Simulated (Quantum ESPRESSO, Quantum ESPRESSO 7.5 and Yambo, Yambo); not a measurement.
# CdS (Hawleyite): one start, several treatments of the self-energy

How much does the gap of CdS (Hawleyite) depend on the approximation to the self-energy?

Program: Quantum ESPRESSO 7.5 and Yambo 5.3.0. Level of theory: PBE and many-body steps on it, plane waves. Results are calculated unless marked as measured.

**The experiments to reproduce.**

- Gap 2.42 eV: optical gap from inflexion point of photoacoustic spectrum, as-grown film; photoacoustic spectroscopy; film (as-grown chemical bath deposited film, about 0.25 um thick, deposited at 80 C) (“Study of the band--gap shift in CdS films: Influence of thermal annealing in different atmospheres”, 1995, arxiv:cond-mat/9501125).

Most raw output is cut from this account.

### Step 1. Starting point

Symmetry: F-43m, No. 216, cubic system. The conventional cell has a = 5.833 Å, b = 5.833 Å, c = 5.833 Å, α = 90.00°, β = 90.00°, γ = 90.00°. Cd has 4 S at 2.53 Å nearest. S has 4 Cd at 2.53 Å nearest. Farther neighbours and most contacts between anions are not listed.

The cell and positions come from the Crystallography Open Database and are kept as given unless a step says otherwise.

### Step 2. Empty states on the mesh, 4×4×4 mesh, 598 bands

This step: Quantum ESPRESSO 7.5; DFT, PBE, plane waves, norm-conserving pseudopotentials.

The sums over transitions need many empty states on a uniform mesh; this step solves for them.

The input, pw.in:

```
&control
  calculation = 'nscf'
  prefix = 'x'
  outdir = 'o'
  pseudo_dir = 'pseudo'
/
&system
  ibrav = 0
  nat = 2
  ntyp = 2
  ecutwfc = 94.0
  nbnd = 598
  force_symmorphic = .true.
/
&electrons
  conv_thr = 1e-9
  electron_maxstep = 80
  diago_full_acc = .true.
  diago_thr_init = 5e-6
/
ATOMIC_SPECIES
  Cd 112.41 Cd.upf
  S 32.06 S.upf
CELL_PARAMETERS angstrom
  -0.0000000000 2.9165000000 2.9165000000
  2.9165000000 -0.0000000000 2.9165000000
  2.9165000000 2.9165000000 -0.0000000000
ATOMIC_POSITIONS crystal
  Cd 0.0000000000 0.0000000000 0.0000000000
  S 0.2500000000 0.2500000000 0.2500000000
K_POINTS automatic
  4 4 4 0 0 0
```

Run with:

```sh
> OMP_NUM_THREADS=1 mpirun -n 8 pw.x -nk 4 -in pw.in > pw.out
```

Run time: 81 s. Hardware: 8 MPI ranks of Arm Neoverse V2, shared host; peak memory 1.9 GiB; 11 min of CPU time.

This step gave:

- gap: 1.145 eV
- k of the valence top: 0, 0, 0
- k of the conduction bottom: 0, 0, 0
- least direct gap: 1.145 eV
- k points computed: 8
- lowest point of the top converged band, above the valence top: 288.4230 eV

On this mesh the gap is 1.145 eV.

The density comes from a self-consistent run that is not shown.

### Step 3. Conversion and set-up

This step: Yambo 5.3.0; conversion and set-up on PBE, plane waves, norm-conserving pseudopotentials.

The states are converted to the many-body program's format and the q mesh is built.

Run with:

```sh
> (cd o/x.save; p2y > p2y.log; mv SAVE ../..); yambo > setup.log
```

Run time: 2.5 s. Hardware: 1 MPI rank; peak memory 0.25 GiB.

### Step 4. G0W0, Godby-Needs plasmon pole

G0W0 replaces the xc potential by the self-energy, built once from these orbitals. Only a window of levels is corrected, while the sums run over the empty bands that the input names.

This step: G0W0 on PBE, plane waves, norm-conserving pseudopotentials.

The input, gw2.in:

```
HF_and_locXC
gw0
dyson
ppa
em1d
rim_cut
RandQpts= 1000000
RandGvec= 1 RL
EXXRLvcs= 94 Ry
VXCRLvcs= 376 Ry
Chimod= "HARTREE"
% BndsRnXp
 1 | 251 |
%
NGsBlkXp= 17 Ry
% LongDrXp
 1 | 1 | 1 |
%
% GbndRnge
 1 | 251 |
%
DysSolver= "n"
ExtendOut
PPAPntXp= 27.21138 eV
% QPkrange
 1 | 1 | 12 | 15 |
%
```

Run with:

```sh
> OMP_NUM_THREADS=1 mpirun -n 8 yambo -F gw2.in -J gw2 -C gw2 > gw2.log
```

Wall time 2.8 min (8 MPI ranks); peak memory 4.3 GiB; 22 min of CPU time.

This step gave:

| Item | Value |
| --- | --- |
| G0W0 gap on the points computed | 2.195 eV |
| starting gap on the mesh | 1.145 eV |
| k of the valence top | 0, 0, 0 |
| k of the conduction bottom | 0, 0, 0 |
| least direct G0W0 gap on the computed points | 2.195 eV |
| Z at the valence top | 0.7854 |
| Z at the conduction bottom | 0.8152 |

The gap on the mesh goes from 1.14 eV to 2.20 eV, a correction of +1.05 eV.

### Step 5. One-shot COHSEX

This step: one-shot COHSEX on PBE, plane waves, norm-conserving pseudopotentials.

The input, gw4.in:

```
HF_and_locXC
gw0
dyson
cohsex
em1s
rim_cut
RandQpts= 1000000
RandGvec= 1 RL
EXXRLvcs= 94 Ry
VXCRLvcs= 376 Ry
Chimod= "HARTREE"
% BndsRnXs
 1 | 251 |
%
NGsBlkXs= 17 Ry
% LongDrXs
 1 | 1 | 1 |
%
% GbndRnge
 1 | 251 |
%
DysSolver= "n"
ExtendOut
% QPkrange
 1 | 1 | 12 | 15 |
%
```

Run with:

```sh
> OMP_NUM_THREADS=1 mpirun -n 8 yambo -F gw4.in -J gw4 -C gw4 > gw4.log
```

Elapsed: 1.8 min, on 8 MPI ranks; peak memory 4.2 GiB.

This step gave:

| Item | Value |
| --- | --- |
| quasiparticle gap on the points computed | 3.015 eV |
| starting gap on the mesh | 1.145 eV |
| k of the valence top | 0, 0, 0 |
| k of the conduction bottom | 0, 0, 0 |
| least direct quasiparticle gap on the computed points | 3.015 eV |
| Z at the valence top | 1 |
| Z at the conduction bottom | 1 |

Against G0W0 in Yambo (4×4×4 mesh, 251 bands, screening to 231.3 eV, Godby-Needs plasmon pole), the gap moves by +0.820 eV.

### Step 6. One-shot Hartree-Fock

This step: one-shot Hartree-Fock on PBE, plane waves, norm-conserving pseudopotentials.

The input, gw5.in:

```
HF_and_locXC
rim_cut
RandQpts= 1000000
RandGvec= 1 RL
EXXRLvcs= 94 Ry
VXCRLvcs= 376 Ry
% QPkrange
 1 | 1 | 12 | 15 |
%
```

Run with:

```sh
> OMP_NUM_THREADS=1 mpirun -n 8 yambo -F gw5.in -J gw5 -C gw5 > gw5.log
```

Run time: 3.2 s. Hardware: 8 MPI ranks; peak memory 3.1 GiB; 25 s of CPU time.

This step gave:

```
quasiparticle gap on the mesh                         : 7.998 eV
starting gap on the mesh                              : 1.145 eV
k of the valence top                                  : 0, 0, 0
k of the conduction bottom                            : 0, 0, 0
least direct quasiparticle gap on the computed points : 7.998 eV
```

Against G0W0 in Yambo (4×4×4 mesh, 251 bands, screening to 231.3 eV, Godby-Needs plasmon pole), the gap moves by +5.803 eV.

### Step 7. Side by side

Times are wall times on 8 MPI ranks of Arm Neoverse V2, shared host, good to a factor of about two.

```tsv
run	mesh	bands	screening cutoff (eV)	DFT gap (eV)	gap on the mesh (eV)	direct (eV)	time
G0W0, Godby-Needs plasmon pole	4×4×4	251	231.3	1.145	2.195	2.195	2.8 min
one-shot COHSEX	4×4×4	251	231.3	1.145	3.015	3.015	1.8 min
one-shot Hartree-Fock	4×4×4	-	-	1.145	7.998	7.998	3.2 s
```

### Step 8. Summary of results

| Property | Result |
| --- | --- |
| G0W0, Godby-Needs plasmon pole | 2.195 eV |
| one-shot COHSEX | 3.015 eV |
| one-shot Hartree-Fock | 7.998 eV |
| known limits | not at the basis limit; no spin-orbit coupling; coarse k mesh |

In words: One-shot COHSEX: +0.820 eV against G0W0, Godby-Needs plasmon pole. One-shot Hartree-Fock: +5.803 eV against G0W0, Godby-Needs plasmon pole. Bare exchange alone opens the gap to 8.00 eV; against G0W0, correlation takes back 5.80 eV. Static COHSEX lies above G0W0: it lacks the factor Z and overstates the Coulomb hole of the filled states. Against experiment, by G0W0, Godby-Needs plasmon pole: the gap of 2.20 eV lies −0.22 eV from the measured 2.42 eV (optical, 1995). An exciton line or allowed optical edge lies below the quasiparticle gap by the binding energy; a forbidden edge can push the onset above it. These are gaps on the mesh, at modest bands and cutoff. The calculation has static nuclei and no excitons; a measured gap holds zero-point and thermal motion, which mostly lowers it. Bands and cutoff are finite, so the gap is not at the basis limit. The miss can reach some tenths of an eV and take either sign; the mesh is an error of its own. The 4×4×4 mesh is coarse for this cell, which bears on the long-range parts of exchange and screening. The many-body steps are scalar-relativistic: spin-orbit coupling is not in them.

[Paths, hosts, dates, memory and timing lines, banners, echoed tables and standing remarks are left out of the program output.]

[Logs are printed without paths, hosts, clocks, repeated set-up lines and the standing remarks that a program may print on its own settings, such as how far it seeks lower states.]

[Runs of the session that timed out or met a known fault of the program may be left out.]

[Hosts, paths, dates, database ids (printed as entryN), source tags and the programs' standing remarks are cut or masked in the printed files.]
